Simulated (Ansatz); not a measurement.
# Sc2TiSiPb: relaxing a made-up structure

This structure for Sc2TiSiPb is made up. Its elements were placed in a known structure type with a cell scaled to their sizes. What cell does the guess relax to, and how far off was it?

Main program and level: Ansatz 0.2.0; DFT, r2SCAN, plane-wave PAW, default files, scalar-relativistic, no spin, cell and ions relaxed at zero pressure.

### 1. The structure

The structure is tetragonal, space group I4mm (No. 107). The conventional cell has a = 4.468 Å, b = 4.468 Å, c = 10.911 Å, α = 90.00°, β = 90.00°, γ = 90.00°. Nearest to Pb lie 4 Ti at 3.40 Å and 4 Si at 3.47 Å and 8 Sc at 3.50 to 3.55 Å. Ti has 4 Sc at 2.69 Å and 1 Si at 2.70 Å and 4 Pb at 3.40 Å nearest. Nearest to Sc lie 2 Si at 2.56 Å and 2 Ti at 2.69 Å and 4 Sc at 3.16 Å and 4 Pb at 3.50 to 3.55 Å. Nearest to Si lie 4 Sc at 2.56 Å and 1 Ti at 2.70 Å. Farther neighbours are not listed.

### 2. Relaxing cell and atoms

The guess takes its coordinates from another compound and its volume from a rule, so the cell and any free coordinates are relaxed together.

Input file input.yaml:

```yaml
crystal:
  lattice:
    - [-2.234, 2.234, 5.4555]
    - [2.234, -2.234, 5.4555]
    - [2.234, 2.234, -5.4555]
  atoms:
    - { symbol: Pb, position: [0.0036, 0.0036, 0.0] }
    - { symbol: Ti, position: [0.6191, 0.6191, 0.0] }
    - { symbol: Sc, position: [0.2566, 0.7566, 0.5] }
    - { symbol: Sc, position: [0.7566, 0.2566, 0.5] }
    - { symbol: Si, position: [0.3717, 0.3717, 0.0] }
kpoints:
  mp_grid: { grid: [8, 8, 8] }
scf:
  occupations: { method: fermi_dirac, width: 0.05 }
hamiltonian:
  xc: r2scan
  pseudopotentials: { kind: paw }
relax:
  f_tol: 0.015
  max_steps: 70
  cell: {}
output:
  forces: true
  stress: true
```

Run with:

```console
> ansatz run input.yaml --threads 4 --pin off --max-ram 8192MiB --backend cpu --events-out ev --progress --plain --runs-dir out
```

Numbers of over 12 decimals in the logs are rounded to 6 here.

Log:

```text
Engine: ansatz 0.2.0, aarch64-unknown-linux-gnu
Pseudopotentials: kind: paw
Pseudopotential: Pb, paw, valence charge 14, recommended cutoff 500 eV (meta_gga), Pb.paw.azcp
Pseudopotential: Ti, paw, valence charge 12, recommended cutoff 500 eV (meta_gga), Ti.paw.azcp
Pseudopotential: Sc, paw, valence charge 11, recommended cutoff 500 eV (meta_gga), Sc.paw.azcp
Pseudopotential: Si, paw, valence charge 4, recommended cutoff 500 eV (meta_gga), Si.paw.azcp
Functional definition: r2SCAN
  parameter k0 = 0.174
  parameter k1 = 0.065
  parameter a1 = 4.9479
  exchange = r2scan_x(k0 = k0, k1 = k1, a1 = a1)
  correlation = r2scan_c
Crystal: 5 atoms, lattice volume = 108.908 Å³
Basis set: ecut = 500 eV, 2751 PW (Γ), exchange–correlation on 192×192×192 points (64 copies of the dense FFT grid, shifted against one another)
Bands: 32, of which v1, the nominal top of the filled ones, is band 26 counted from 1 (25 counted from 0)
Symmetry: 8 space group operations
Space group: I4mm (ITA 107), of the structure as read, at distance tolerance 4.8e-5 Å
k-points: 59 of 512 (time reversal used)
Non-local potential: Pb, projectors of the file, l = 0: 2, l = 1: 2, l = 2: 2, l = 3: 2
Non-local potential: Ti, projectors of the file, l = 0: 3, l = 1: 2, l = 2: 3, l = 3: 1
Non-local potential: Sc, projectors of the file, l = 0: 3, l = 1: 2, l = 2: 3, l = 3: 1
Non-local potential: Si, projectors of the file, l = 0: 2, l = 1: 2, l = 2: 2
PAW form: soft (Blöchl's): semilocal exchange-correlation on the pseudo side does not see the compensation charge
PAW frozen core: Pb, regenerated for the run's functional (the file was generated under x = pbe(κ = 0.804, μ = 0.219515), c = pbe(β = 0.066725))
PAW frozen core: Ti, regenerated for the run's functional (the file was generated under x = pbe(κ = 0.804, μ = 0.219515), c = pbe(β = 0.066725))
PAW frozen core: Sc, regenerated for the run's functional (the file was generated under x = pbe(κ = 0.804, μ = 0.219515), c = pbe(β = 0.066725))
PAW frozen core: Si, regenerated for the run's functional (the file was generated under x = pbe(κ = 0.804, μ = 0.219515), c = pbe(β = 0.066725))
PAW one-centre angular grid: Pb, 590 points (default); XC on 160 Gauss nodes
PAW one-centre angular grid: Ti, 590 points (default); XC on 160 Gauss nodes
PAW one-centre angular grid: Sc, 590 points (default); XC on 160 Gauss nodes
PAW one-centre angular grid: Si, 302 points (default); XC on 160 Gauss nodes
Initial density: superposition of atomic densities (neutral atoms: chi_scale 0, normalization atom), corrected by the library's trained network
Initial wavefunctions: pseudopotential atomic-orbital guess
Functional: x = r2scan, c = r2scan; τ floored in thin density (d = 2e-4 eV/Å³)
SCF iter   1: F=—  HF=-19343.257657 eV  |F-HF|=—  |Δ(HF+E_count)|=         —  Δρ=1.35e-2  dr2=2.68e-1  dr2_τ=3.29e-2  ethr=1.77e-3  ⟨swp⟩=6.5  Hψ=8849  notcnv=0
preconditioner: auto → Kerker (q_TF=auto, 2.412 Å⁻¹)  [metal: Δε(μ)=0.026 eV  Ē_g=9.452 eV  σ=0.050 eV  W_gap=0.13  n_scr=32 (ndim 8)  ℏωp=18.8 eV  f_vac=0.000  D(μ)=6.06/eV (n_scr^D=52)]
SCF iter   2: F=—  HF=-19343.374447 eV  |F-HF|=—  |Δ(HF+E_count)|=   1.17e-1  Δρ=6.69e-3  dr2=8.55e-2  dr2_τ=3.30e-3  ethr=5.16e-4  ⟨swp⟩=3.8  Hψ=4332  notcnv=0
SCF iter   3: F=—  HF=-19343.378914 eV  |F-HF|=—  |Δ(HF+E_count)|=   4.47e-3  Δρ=6.84e-3  dr2=7.64e-2  dr2_τ=4.00e-3  ethr=1.64e-4  ⟨swp⟩=2.2  Hψ=2555  notcnv=0
SCF iter   4: F=—  HF=-19343.376183 eV  |F-HF|=—  |Δ(HF+E_count)|=   2.73e-3  Δρ=2.08e-3  dr2=5.25e-3  dr2_τ=2.04e-4  ethr=1.47e-4  ⟨swp⟩=2.1  Hψ=2447  notcnv=0
SCF iter   5: F=—  HF=-19343.378078 eV  |F-HF|=—  |Δ(HF+E_count)|=   1.90e-3  Δρ=5.82e-4  dr2=3.92e-4  dr2_τ=1.01e-5  ethr=1.01e-5  ⟨swp⟩=2.0  Hψ=2551  notcnv=0
SCF iter   6: F=—  HF=-19343.378301 eV  |F-HF|=—  |Δ(HF+E_count)|=   2.23e-4  Δρ=1.95e-4  dr2=5.88e-5  dr2_τ=1.27e-6  ethr=7.54e-7  ⟨swp⟩=2.0  Hψ=2439  notcnv=0
SCF iter   7: F=—  HF=-19343.378238 eV  |F-HF|=—  |Δ(HF+E_count)|=   6.27e-5  Δρ=4.42e-5  dr2=2.54e-6  dr2_τ=5.64e-8  ethr=1.13e-7  ⟨swp⟩=2.0  Hψ=2424  notcnv=0
SCF iter   8: F=—  HF=-19343.378240 eV  |F-HF|=—  |Δ(HF+E_count)|=   1.92e-6  Δρ=1.68e-5  dr2=3.80e-7  dr2_τ=1.43e-8  ethr=4.88e-9  ⟨swp⟩=2.2  Hψ=2914  notcnv=0
SCF iter   9: F=-19343.378240 eV  HF=-19343.378240 eV  |F-HF|=1.61e-8  |Δ(HF+E_count)|=   2.50e-7  Δρ=6.85e-6  dr2=6.35e-8  dr2_τ=1.24e-9  ethr=1.92e-10  ⟨swp⟩=5.0  Hψ=6893  notcnv=0
SCF 1 converged in 9 iterations: F = -19343.378240 eV  dr2 = 6.35e-8
  greatest PAW one-centre occupation: 1.001 electrons in one spin orbital (limit 2), on the Ti atom at site 1 (counted from 0), in its partial waves of l = 1
relax step   1: F+E_penalty+E_count = -19343.37824041 eV  Δ(F+E_penalty+E_count) = +0.000e0 eV  max|allowed force component| = 3.639e0 eV/Å  Δτ_max = 0.0000 Å  P = +6.550 GPa  Ω = 108.908 Å³  (9 SCF iters, dr2 threshold 1.00e-7 eV, accepted)
Crystal: 5 atoms, lattice volume = 112.306 Å³
Basis set: ecut = 500 eV, 2871 PW (Γ), exchange–correlation on 192×192×192 points (64 copies of the dense FFT grid, shifted against one another)
Initial density: handed on by an earlier stage of this run
Initial wavefunctions: those handed on with the density
SCF iter   1: F=—  HF=-19344.063037 eV  |F-HF|=—  |Δ(HF+E_count)|=         —  Δρ=2.19e-2  dr2=1.94e0  dr2_τ=2.38e0  ethr=3.10e-3  ⟨swp⟩=9.3  Hψ=9346  notcnv=0
preconditioner: auto → Kerker (q_TF=auto, 2.400 Å⁻¹)  [metal: Δε(μ)=0.012 eV  Ē_g=9.488 eV  σ=0.050 eV  W_gap=0.06  n_scr=32 (ndim 8)  ℏωp=18.5 eV  f_vac=0.000  D(μ)=6.20/eV (n_scr^D=68)]
SCF iter   2: F=—  HF=-19344.361873 eV  |F-HF|=—  |Δ(HF+E_count)|=   2.99e-1  Δρ=1.63e-2  dr2=5.16e-1  dr2_τ=2.77e-2  ethr=3.10e-3  ⟨swp⟩=2.9  Hψ=3230  notcnv=0
SCF iter   3: F=—  HF=-19344.354976 eV  |F-HF|=—  |Δ(HF+E_count)|=   6.90e-3  Δρ=1.42e-2  dr2=5.62e-1  dr2_τ=2.11e-2  ethr=9.93e-4  ⟨swp⟩=3.1  Hψ=2841  notcnv=0
SCF iter   4: F=—  HF=-19344.316057 eV  |F-HF|=—  |Δ(HF+E_count)|=   3.89e-2  Δρ=3.52e-3  dr2=1.98e-2  dr2_τ=6.64e-4  ethr=9.93e-4  ⟨swp⟩=2.3  Hψ=2525  notcnv=0
SCF iter   5: F=—  HF=-19344.315160 eV  |F-HF|=—  |Δ(HF+E_count)|=   8.97e-4  Δρ=1.55e-3  dr2=5.35e-3  dr2_τ=1.39e-4  ethr=3.81e-5  ⟨swp⟩=2.1  Hψ=2839  notcnv=0
SCF iter   6: F=—  HF=-19344.315295 eV  |F-HF|=—  |Δ(HF+E_count)|=   1.35e-4  Δρ=6.07e-4  dr2=6.47e-4  dr2_τ=9.90e-6  ethr=1.03e-5  ⟨swp⟩=1.5  Hψ=1944  notcnv=0
SCF iter   7: F=—  HF=-19344.315443 eV  |F-HF|=—  |Δ(HF+E_count)|=   1.48e-4  Δρ=1.40e-4  dr2=2.65e-5  dr2_τ=7.41e-7  ethr=1.24e-6  ⟨swp⟩=2.0  Hψ=2428  notcnv=0
[...]
[... from here on, the SCF cycles and remarks between the steps are left out ...]
relax step   4: F+E_penalty+E_count = -19344.92277126 eV  Δ(F+E_penalty+E_count) = -2.632e-1 eV  max|allowed force component| = 5.795e-1 eV/Å  Δτ_max = 0.1923 Å  P = -1.131 GPa  Ω = 123.664 Å³  energy of the carried Pulay correction = -4.580e-3 eV  (10 SCF iters, dr2 threshold 5.00e-7 eV, accepted)
relax step   5: F+E_penalty+E_count = -19345.06247526 eV  Δ(F+E_penalty+E_count) = -1.397e-1 eV  max|allowed force component| = 3.934e-1 eV/Å  Δτ_max = 0.1932 Å  P = -0.282 GPa  Ω = 122.864 Å³  energy of the carried Pulay correction = -4.347e-3 eV  (10 SCF iters, dr2 threshold 5.00e-7 eV, accepted)
relax step   6: F+E_penalty+E_count = -19345.12745846 eV  Δ(F+E_penalty+E_count) = -6.498e-2 eV  max|allowed force component| = 2.433e-1 eV/Å  Δτ_max = 0.1936 Å  P = +1.000 GPa  Ω = 122.108 Å³  energy of the carried Pulay correction = -4.125e-3 eV  (10 SCF iters, dr2 threshold 5.00e-7 eV, accepted)
relax step   7: F+E_penalty+E_count = -19345.15221237 eV  Δ(F+E_penalty+E_count) = -2.475e-2 eV  max|allowed force component| = 1.030e-1 eV/Å  Δτ_max = 0.0263 Å  P = -0.468 GPa  Ω = 124.495 Å³  energy of the carried Pulay correction = -4.821e-3 eV  (8 SCF iters, dr2 threshold 5.00e-7 eV, accepted)
relax step   8: F+E_penalty+E_count = -19345.17870082 eV  Δ(F+E_penalty+E_count) = -2.649e-2 eV  max|allowed force component| = 1.356e-1 eV/Å  Δτ_max = 0.0481 Å  P = -0.761 GPa  Ω = 124.132 Å³  energy of the carried Pulay correction = -4.716e-3 eV  (9 SCF iters, dr2 threshold 5.00e-7 eV, accepted)
relax step   9: F+E_penalty+E_count = -19345.18728361 eV  Δ(F+E_penalty+E_count) = -8.583e-3 eV  max|allowed force component| = 2.033e-1 eV/Å  Δτ_max = 0.0498 Å  P = -0.362 GPa  Ω = 122.167 Å³  energy of the carried Pulay correction = -4.142e-3 eV  (9 SCF iters, dr2 threshold 5.00e-7 eV, accepted)
relax step  10: F+E_penalty+E_count = -19345.19525474 eV  Δ(F+E_penalty+E_count) = -7.971e-3 eV  max|allowed force component| = 9.564e-2 eV/Å  Δτ_max = 0.0341 Å  P = +0.197 GPa  Ω = 121.843 Å³  energy of the carried Pulay correction = -4.046e-3 eV  (8 SCF iters, dr2 threshold 5.00e-7 eV, accepted)
relax step  11: F+E_penalty+E_count = -19345.19568782 eV  Δ(F+E_penalty+E_count) = -4.331e-4 eV  max|allowed force component| = 1.345e-2 eV/Å  Δτ_max = 0.0053 Å  P = -0.042 GPa  Ω = 122.245 Å³  energy of the carried Pulay correction = -4.165e-3 eV  (6 SCF iters, dr2 threshold 5.00e-7 eV, accepted)
relax step  12: F+E_penalty+E_count = -19345.19578623 eV  Δ(F+E_penalty+E_count) = -9.841e-5 eV  max|allowed force component| = 6.149e-3 eV/Å  Δτ_max = 0.0031 Å  P = +0.011 GPa  Ω = 122.118 Å³  energy of the carried Pulay correction = -4.127e-3 eV  (7 SCF iters, dr2 threshold 6.57e-9 eV, accepted)
relax step  13: F+E_penalty+E_count = -19345.20170863 eV  Δ(F+E_penalty+E_count) = -5.922e-3 eV  max|allowed force component| = 4.891e-3 eV/Å  Δτ_max = 0.0000 Å  P = +0.025 GPa  Ω = 122.118 Å³  stress off target by 5.30e-2 GPa  SCF on the basis re-selected at this cell (its energy is not comparable with the rows above)  (8 SCF iters)
relax step  14: F+E_penalty+E_count = -19345.20169925 eV  Δ(F+E_penalty+E_count) = +9.378e-6 eV  max|allowed force component| = 2.541e-3 eV/Å  Δτ_max = 0.0007 Å  P = -0.013 GPa  Ω = 122.192 Å³  energy of the carried Pulay correction = -2.025e-5 eV  (8 SCF iters, dr2 threshold 7.01e-9 eV, accepted)
iter 1 solved again at ethr=2.25e-7 eV; its pass at ethr=3.10e-3 eV (dr2=1.17e-4 eV) is discarded
SCF iter   1: F=—  HF=-19345.201676 eV  |F-HF|=—  |Δ(HF+E_count)|=         —  Δρ=2.43e-6  dr2=1.24e-9  dr2_τ=7.81e-9  ethr=2.25e-7  ⟨swp⟩=3.3  Hψ=13531  notcnv=0
eigensolver tolerance schedule: the retry pair's looser diagonalisation over-reported the residual by 94444.48 of it (diagonalisation noise at an unbounded share of the residual, at the tolerance the schedule requests for it); recorded, not acted on — ethr = c·dr2/N_el stays at c = 1.0e-1
preconditioner: auto → Kerker (q_TF=auto, 2.366 Å⁻¹)  [metal: Δε(μ)=0.010 eV  Ē_g=9.032 eV  σ=0.050 eV  W_gap=0.05  n_scr=32 (ndim 8)  ℏωp=17.8 eV  f_vac=0.000  D(μ)=4.01/eV (n_scr^D=32)]
SCF iter   2: F=—  HF=-19345.201724 eV  |F-HF|=—  |Δ(HF+E_count)|=   4.81e-5  Δρ=1.26e-6  dr2=4.50e-10  dr2_τ=3.93e-10  ethr=2.38e-12  ⟨swp⟩=4.1  Hψ=5221  notcnv=0
SCF iter   3: F=—  HF=-19345.201724 eV  |F-HF|=—  |Δ(HF+E_count)|=  6.84e-10  Δρ=6.12e-7  dr2=5.06e-10  dr2_τ=6.31e-11  ethr=1.00e-12  ⟨swp⟩=2.3  Hψ=2633  notcnv=0
SCF iter   4: F=—  HF=-19345.201724 eV  |F-HF|=—  |Δ(HF+E_count)|=  9.82e-11  Δρ=4.01e-7  dr2=3.45e-10  dr2_τ=1.95e-11  ethr=1.00e-12  ⟨swp⟩=2.0  Hψ=2218  notcnv=0
SCF iter   5: F=-19345.201724 eV  HF=-19345.201724 eV  |F-HF|=1.09e-11  |Δ(HF+E_count)|=  3.64e-12  Δρ=1.44e-7  dr2=3.83e-11  dr2_τ=1.17e-12  ethr=1.00e-12  ⟨swp⟩=3.1  Hψ=6095  notcnv=0
SCF 15 converged in 5 iterations: F = -19345.201724 eV  dr2 = 3.83e-11
relax step  15: F+E_penalty+E_count = -19345.20172449 eV  Δ(F+E_penalty+E_count) = -2.524e-5 eV  max|allowed force component| = 2.529e-3 eV/Å  Δτ_max = 0.0000 Å  P = -0.013 GPa  Ω = 122.192 Å³  stress off target by 1.48e-2 GPa  SCF on the basis re-selected at this cell (its energy is not comparable with the rows above)  (5 SCF iters)
basis re-selected at this cell: Δ(F+E_penalty+E_count) = -2.524e-5 eV, ΔP = +0.000 GPa vs the last step (what re-selecting the basis moved, of the pressure what is left beyond the Pulay correction that the steps carried, after the strain that the cell walked since its last selection, with what the two solves' SCF thresholds leave and, on support functions, any second-order correction that the steps lacked; it is no m [...]
SCF converged after 5 iterations
Free energy (F): -19345.201724 eV
Harris-Foulkes:  -19345.201724 eV  (|F-HF|=1.09e-11)
Internal energy: -19345.166699 eV  (E = F + TS)
E sigma→0 (E₀):  -19345.184212 eV
Entropy (-TS):   -0.035026 eV (-7.005 meV/atom)
Fermi energy:    9.082570 eV
--- Per-component energies (eV) ---
  E_band       = -643.175932
  E_kinetic    = 1122.744399
  E_local      = -4259.840780  (includes V_loc(G=0)·N_el)
  E_nonlocal   = 549.065167
  E_hartree    = 1644.346593
  E_xc         = -550.688365
  E_vxc        = -607.972585  (∫ρ·V_xc dr)
  E_paw        = -13942.382423  (= ΣΔE_a)
  E_vpaw       = -776.253964  (= ΣTr[D̂ρ^β])
  E_aug_tail   = 0.000126  (compensation charges beyond the density's cutoff)
  E_vtau       = 40.388575  (kinetic-family band-sum trace: ∫τ·v_τ [+ j·A + Jᵃ·Aᵃ] dr)
  E_ewald      = -3908.570045
  E_core_change = 0.158629  (= ΣΔE_core)
  E_smearing   = -0.035026  (= −TS)
  E_closure    = -0.000000  (closes the sum)
  Σ components = -19345.201724   (vs F -19345.201724, Δ=0.00e0)
--- Forces (eV/Å), atoms counted from 1 ---
  atom   1  Pb    -0.00000000     0.00000000    -0.00000990
  atom   2  Ti     0.00000000    -0.00000000     0.00252283
  atom   3  Sc     0.00000000    -0.00000000    -0.00232122
  atom   4  Sc     0.00000000     0.00000000    -0.00232122
  atom   5  Si     0.00000000    -0.00000000     0.00209883
  max |Σ_I F_I| component: 3.07e-5 eV/Å
--- Stress (GPa, compression-positive) ---
       -0.012368      -0.000000      -0.000000
       -0.000000      -0.012368       0.000000
       -0.000000       0.000000      -0.014781
  P = ⅓ Tr σ = -0.0132 GPa (-0.132 kbar)
--- Relaxed structure (13 steps of the walk, 13 accepted, 2 SCFs on fresh bases) ---
  F+E_penalty+E_count = -19345.20172449 eV   max|allowed force component| = 2.529e-3 eV/Å   (the final SCF, on the basis selected at the relaxed cell)
  cell:  # Å, volume = 122.1924 Å³
    - [-2.192590, 2.192590, 6.354324]
    - [2.192590, -2.192590, 6.354324]
    - [2.192590, 2.192590, -6.354324]
  atoms:
    - { symbol: Pb, position: [0.064630, 0.064630, 0] }
    - { symbol: Ti, position: [0.566656, 0.566656, 0] }
    - { symbol: Sc, position: [0.251886, 0.751886, 0.5] }
    - { symbol: Sc, position: [0.751886, 0.251886, 0.5] }
    - { symbol: Si, position: [0.372543, 0.372543, 0] }
```

It took 2.5 min on 4 threads of Arm Neoverse V2, shared host; peak memory 1.2 GiB; 9.7 min of CPU time.

Step by step:

| step | energy less that of the first step (eV) | largest force component (eV/Å) | pressure (GPa) | volume (Å³) |
| --- | --- | --- | --- | --- |
| 1 | 0.0000 | 3.6390 | 6.55 | 108.91 |
| 2 | -0.9371 | 1.9343 | 3.55 | 112.31 |
| 3 | -1.2813 | 1.5020 | 1.92 | 116.29 |
| 4 | -1.5445 | 0.5795 | -1.13 | 123.66 |
| 5 | -1.6842 | 0.3934 | -0.28 | 122.86 |
| 6 | -1.7492 | 0.2433 | 1.00 | 122.11 |
| 7 | -1.7740 | 0.1030 | -0.47 | 124.50 |
| 8 | -1.8005 | 0.1356 | -0.76 | 124.13 |
| 9 | -1.8090 | 0.2033 | -0.36 | 122.17 |
| 10 | -1.8170 | 0.0956 | 0.20 | 121.84 |
| 11 | -1.8174 | 0.0135 | -0.04 | 122.24 |
| 12 | -1.8175 | 0.0061 | 0.01 | 122.12 |
| 13* | -1.8235 | 0.0049 | 0.02 | 122.12 |
| 14 | -1.8235 | 0.0025 | -0.01 | 122.19 |
| 15* | -1.8235 | 0.0025 | -0.01 | 122.19 |

Relaxation steps marked * repeat the geometry before them on a plane-wave basis chosen anew for their cell, so energy and pressure can jump there.

Forces are held to the 8 operations that the run works with; a distortion that breaks them can't arise in this run.

| cell as run | before | after | change |
| --- | --- | --- | --- |
| a (Å) | 6.304 | 7.071 | +12.2 % |
| b (Å) | 6.304 | 7.071 | +12.2 % |
| c (Å) | 6.304 | 7.071 | +12.2 % |
| α (°) | 138.49 | 143.87 | +3.9 % |
| β (°) | 138.49 | 143.87 | +3.9 % |
| γ (°) | 60.15 | 52.02 | -13.5 % |
| volume (Å³/atom) | 21.78 | 24.44 | +12.2 % |

The atoms that moved most (Å, as changes of fractional coordinates times the final cell):

| atom | dx | dy | dz | length |
| --- | --- | --- | --- | --- |
| Pb1 | 0.000 | 0.000 | 0.776 | 0.776 |
| Ti2 | 0.000 | 0.000 | -0.666 | 0.666 |
| Sc3 | 0.000 | 0.000 | -0.060 | 0.060 |
| Sc4 | 0.000 | 0.000 | -0.060 | 0.060 |
| Si5 | 0.000 | 0.000 | 0.011 | 0.011 |

The relaxed structure:

```cif
data_structure
_symmetry_space_group_name_H-M 'P 1'
_symmetry_Int_Tables_number 1
_cell_length_a 7.0705
_cell_length_b 7.0705
_cell_length_c 7.0705
_cell_angle_alpha 143.869
_cell_angle_beta 143.869
_cell_angle_gamma 52.023
_cell_volume 122.19
loop_
_atom_site_label
_atom_site_type_symbol
_atom_site_fract_x
_atom_site_fract_y
_atom_site_fract_z
_atom_site_occupancy
Pb1 Pb 0.06463 0.06463 0.00000 1
Ti2 Ti 0.56666 0.56666 0.00000 1
Sc3 Sc 0.25189 0.75189 0.50000 1
Sc4 Sc 0.75189 0.25189 0.50000 1
Si5 Si 0.37254 0.37254 0.00000 1
```

This step gave:

```
free energy             : -19345.2017 eV
energy at zero smearing : -19345.1842 eV
smearing term TS        : 0.03503 eV
Fermi energy            : 9.083 eV
electrons               : 52
symmetry operations     : 8
pressure                : -0.01317 GPa
```

Shortest distances by pair of elements, guess and relaxed (not always the same contact):

| pair | guess (Å) | relaxed (Å) |
| --- | --- | --- |
| Si–Ti | 2.699 | 2.467 |
| Sc–Si | 2.563 | 2.676 |
| Sc–Sc | 3.159 | 3.101 |
| Pb–Ti | 3.401 | 3.101 |
| Sc–Ti | 2.691 | 3.217 |

The relaxation ends with a largest force component of 0.0025 eV/Å and a pressure of -0.01 GPa.

### 3. Results

```json
{
 "space group, relaxed": "I4mm",
 "conventional cell": "a = 4.385, b = 4.385, c = 12.709 Å; α = 90.0°, β = 90.0°, γ = 90.0°",
 "volume per atom": "24.44 Å³ (guess 21.78)"
}
```

In words: Sc2TiSiPb relaxes to I4mm with a = 4.385, b = 4.385 and c = 12.709 Å. The guessed volume was 11 % too small. The space group I4mm was held in the relaxation, so the end point is a stationary structure within it and may be a saddle against distortions or other arrangements. Mesh and cutoff weren't tested. A vector of the cell changed its length by 12 %, more than the volume shows. Spin-orbit coupling is left out, which can matter for elements this heavy. No dispersion term is used, so weakly bound directions may come out too long. The runs have no spin, and magnetism wasn't tested. Nothing here tests whether the compound is stable against decomposition.

[Logs are printed without paths, hosts, clocks, repeated set-up lines and the standing remarks that a program may print on its own settings, such as how far it seeks lower states.]

[Hosts, paths, dates, database ids (printed as entryN), source tags and the programs' standing remarks are cut or masked in the printed files.]
